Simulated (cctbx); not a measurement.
# Accept or mend?

Cell a = 6.1940 Å, b = 3.8240 Å, c = 6.4350 Å, α = 90.00°, β = 90.00°, γ = 90.00°; space group Pnma (no. 62). The compound is AgBIr.

Simulated single-crystal data (cctbx): synchrotron X-rays, λ = 0.6889 Å, to d = 0.7 Å, 70 % of the full sphere, strongest reflection 70000 counts, noise from counting, a 2 % proportional error and a noise floor of 2 counts (s.d.); no absorption, and some extinction, which the refinements don't model.

An isotropic refinement with weights 1/σ² prints:

```text
Rint 0.017, 265 unique reflections to 0.70 A
cycle     R1     wR2    GooF  max shift (A)
   1  0.0267  0.0772   5.278   0.14112
  12  0.0062  0.0134   0.913   0.00595
final R1 0.0062 wR2 0.0134 GooF 0.913  parameters 13  data/parameter 20.4
atom        x        y        z      Ueq    occ   su(xyz)  su(Uiso or U11)
Ir1    0.98480  0.25000  0.80680   0.0035  1.000  0.00001  0.0000
Ag1    0.70302  0.25000  0.09353   0.0038  1.000  0.00003  0.0000
B1     0.83355  0.25000  0.42508   0.0094  1.000  0.00055  0.0005
B2     0.96126  0.01892  0.25470   1.0000  1.000  0.05942  0.1111
difference map: max 0.48 min -0.92 rms 0.18
Q1    0.1509  0.0338  0.9151    8    0.50  1.31 A from B2
Q2    0.2288  0.0489  0.6689    8    0.48  1.30 A from B2
Q3    0.1791  0.2500  0.5898    4    0.44  1.19 A from Ag1
Q4    0.2174  0.5419  0.3099    8    0.44  1.28 A from Ag1
Q5    0.9891  0.0129  0.5607    8    0.43  1.23 A from B2
Q6    0.0681  0.5792  0.5106    8    0.43  0.98 A from B1
```

Q: Accept it or mend it, and why?

Mend it. The fault: spurious atom: B2. Against the right model at the same level, R1 goes from 0.0060 to 0.0062 and GooF from 0.89 to 0.91 and B2 takes U = the program's ceiling. A site with no density behind it hides by a very large U or drifts. The fit had not settled when the cycles ran out.

The compound is AgBIr. The right model at the same level gives:

```text
Rint 0.017, 265 unique reflections to 0.70 A
cycle     R1     wR2    GooF  max shift (A)
   1  0.2655  0.5979  40.552   0.05918
   3  0.0060  0.0132   0.894   0.00000
final R1 0.0060 wR2 0.0132 GooF 0.894  parameters 9  data/parameter 29.4
atom        x        y        z      Ueq    occ   su(xyz)  su(Uiso or U11)
Ir1    0.98480  0.25000  0.80679   0.0035  1.000  0.00001  0.0000
Ag1    0.70301  0.25000  0.09353   0.0038  1.000  0.00003  0.0000
B1     0.83372  0.25000  0.42498   0.0094  1.000  0.00054  0.0005
difference map: max 0.47 min -0.91 rms 0.18
Q1    0.2213  0.0463  0.6718    8    0.48  1.34 A from B1
Q2    0.1469  0.0372  0.9075    8    0.47  1.44 A from Ag1
Q3    0.9909  0.0142  0.5626    8    0.44  1.49 A from B1
Q4    0.2174  0.5414  0.3090    8    0.43  1.28 A from Ag1
Q5    0.0695  0.5806  0.5169    8    0.41  0.96 A from B1
Q6    0.1778  0.2500  0.5911    4    0.40  1.20 A from Ag1
```

The model was made for the exercise: a known structure type with other elements put in, its volume estimated, not relaxed; displacement parameters are assumed.

[Middle refinement cycles are left out of these outputs.]

[Logs are printed without paths, hosts, clocks, repeated set-up lines and the standing remarks that a program may print on its own settings, such as how far it seeks lower states.]
